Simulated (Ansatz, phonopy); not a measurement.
# Cu (Copper, Fm-3m): phonons against volume, part 4 of 4

Wanted: mode Grüneisen parameters of Cu (Copper) and a free-energy fit over volumes.

Measurements to reproduce:
- heat capacity C_P per formula unit 24.5 J/mol/K near room temperature (given in “High-Throughput Prediction of Finite-Temperature Properties using the Quasi-Harmonic Approximation”, 2016, arXiv:1603.06924)

Ansatz 0.2.0; DFT PBEsol, scalar-relativistic, plane waves, PAW.

So far. Step 14 (A cell at another volume, V/V0 1.05): The run ends at a pressure of -7.27 GPa. Step 15 (Phonons, V/V0 1.05): No mode is imaginary beyond numerical noise at the solved wavevectors.

### 16. How the modes move with volume (continued)

Volume series, by row:

```
 V/V0  V (Å³/atom)  pressure (GPa)  E - E0 (meV/atom)  gap (eV)  zero-point energy (meV/atom)  lowest on the path (cm⁻¹)  highest at Gamma without the LO-TO term (cm⁻¹)
 0.97        10.98           5.525              5.725         0                         34.64                          0                                               -
0.985        11.15           2.638                1.4         0                         33.58                          0                                               -
    1        11.32          -0.001                  0         0                         32.54                          0                                               -
1.015        11.49          -2.415              1.275         0                         31.54                          0                                               -
 1.03        11.66          -4.619              5.003         0                         30.56                          0                                               -
 1.05        11.88          -7.269               13.4         0                         29.29                          0                                               -
```

Grüneisen at points, by row:

```
point  branch  frequency (cm⁻¹)  mode Grüneisen parameter
    X       1             181.2                      1.91
    X       3             258.3                      2.29
    U       1             162.6                      1.83
    U       2             207.7                      2.25
    U       3             235.4                      2.31
    K       1             162.6                      1.83
    K       2             207.7                      2.25
    K       3             235.4                      2.31
    L       1               121                      1.58
    L       3             262.4                      2.34
    W       1             179.3                      2.09
    W       2             220.9                      2.26
```

### 17. Quasi-harmonic fit by phonopy

This step gave:

```yaml
volume_expansion_coefficient_at_300_k: 44.84 1e-6/K
isothermal_bulk_modulus_at_300_k: 156.1 GPa
c_p_at_300_k: 24.19 J/mol-atom/K
grueneisen_parameter_at_300_k: 2.059
```

Energy (each curve on its own zero) against volume; values in meV/atom:

```
volume (Å³/atom)  static  F at 0 K  F at 300 K  F at 1300 K
          10.977    5.73      8.34        12.2         32.0
          11.146     1.4      2.95        5.31         17.4
          11.316       0      0.52         1.4         5.76
          11.486    1.27      0.79        0.16        -3.24
          11.656       5      3.54        1.37        -9.83
          11.882    13.4      10.7        6.41        -15.3
```

Phonopy-qha, vinet fit of F(V) at each temperature; no electronic free energy. Qha vinet, by row:

```
T (K)  fitted volume (Å³/atom)  alpha_V (1e-6/K)  B_T (GPa)  C_P (J/mol-atom/K)  Grueneisen
  100                    11.39             26.74      163.7               15.29       1.962
  150                    11.41             35.84        162               20.02       2.015
  200                    11.44             40.38      160.1               22.24       2.037
  250                    11.46             43.03      158.1               23.44       2.049
  300                    11.48             44.84      156.1               24.19       2.059
  350                    11.51             46.22      154.1               24.71       2.067
  400                    11.54             47.39      152.1               25.11       2.074
  450                    11.57             48.44        150               25.43       2.082
  500                    11.59             49.43      147.9               25.71       2.089
  550                    11.62             50.38      145.8               25.96       2.096
  600                    11.65             51.32      143.7                26.2       2.104
  650                    11.68             52.27      141.5               26.43       2.111
  700                    11.71             53.22      139.4               26.65       2.119
  750                    11.74              54.2      137.2               26.87       2.127
```

Table of volume expansion coefficient, phonopy-qha, Vinet by temperature:

temperature (K), volume expansion coefficient, phonopy-qha, Vinet (1e-6/K) and a bar from the least value:
```
       75       19.0 
      100       26.7 ######
      125       32.1 ###########
      150       35.8 ##############
      175       38.5 ################
      200       40.4 ##################
      225       41.9 ###################
      250       43.0 ####################
      275       44.0 #####################
      300       44.8 ######################
      325       45.6 ######################
      350       46.2 #######################
      375       46.8 #######################
      400       47.4 ########################
      425       47.9 ########################
      450       48.4 #########################
      475       48.9 #########################
      500       49.4 ##########################
      525       49.9 ##########################
      550       50.4 ##########################
      575       50.9 ###########################
      600       51.3 ###########################
      625       51.8 ############################
      650       52.3 ############################
      675       52.7 ############################
      700       53.2 #############################
      725       53.7 #############################
      750       54.2 ##############################
      775       54.7 ##############################
```

The fit gives a volume expansion of 44.8 × 10⁻⁶/K at 300 K.

### 18. Results

```yaml
volume_expansion_coefficient_at_300_k: 44.84 1e-6/K
isothermal_bulk_modulus_at_300_k: 156.1 GPa
c_p_at_300_k: 24.19 J/mol-atom/K
grueneisen_parameter_at_300_k: 2.059
mean_mode_grueneisen_parameter_at_300_k: 2.02
```

**Reading.** Near room temperature Cu (Copper) expands by 44.8 × 10⁻⁶/K in volume by PBEsol, with C_P = 24.2 J/(mol K) per mole of atoms and B_T = 156 GPa. The table stops at 775 K because beyond it the fitted volume comes within 1 % of the largest computed cell, where the fit loses its support. C_P at room temperature is 97 % of the classical 3R an atom. A measured heat capacity per formula unit near room temperature is 24.5 J/mol/K (arXiv:1603.06924); the calculated 24.2 J/mol/K differs by -1 %. The fit leaves out the electrons' free energy, which adds to C_P and to the expansion of a metal at high temperature. The heat-capacity-weighted Grüneisen parameter goes from 1.87 at 50 K to 2.03 at 800 K. Weighting γ by the density of states and each mode's heat capacity at 300 K, modes below 90 cm⁻¹ give about 4 % of the sum of γC that drives the expansion, those up to 180 cm⁻¹ 49 % and the rest 47 %. Among the labelled points γ is largest for branch 3 at L (262 cm⁻¹, 2.3) and smallest for branch 1 at L (121 cm⁻¹, 1.6). The PAW files were made for PBE and are used here under another functional, for which the program regenerates the frozen cores.

[Logs are printed without paths, hosts, clocks, repeated set-up lines and the standing remarks that a program may print on its own settings, such as how far it seeks lower states.]

[Hosts, paths, dates, database ids (printed as entryN), source tags and the programs' standing remarks are cut or masked in the printed files.]

[A step with changed settings may run another functional than the one named; its input shows which.]

[Of the runs on displaced cells, only some may be shown.]
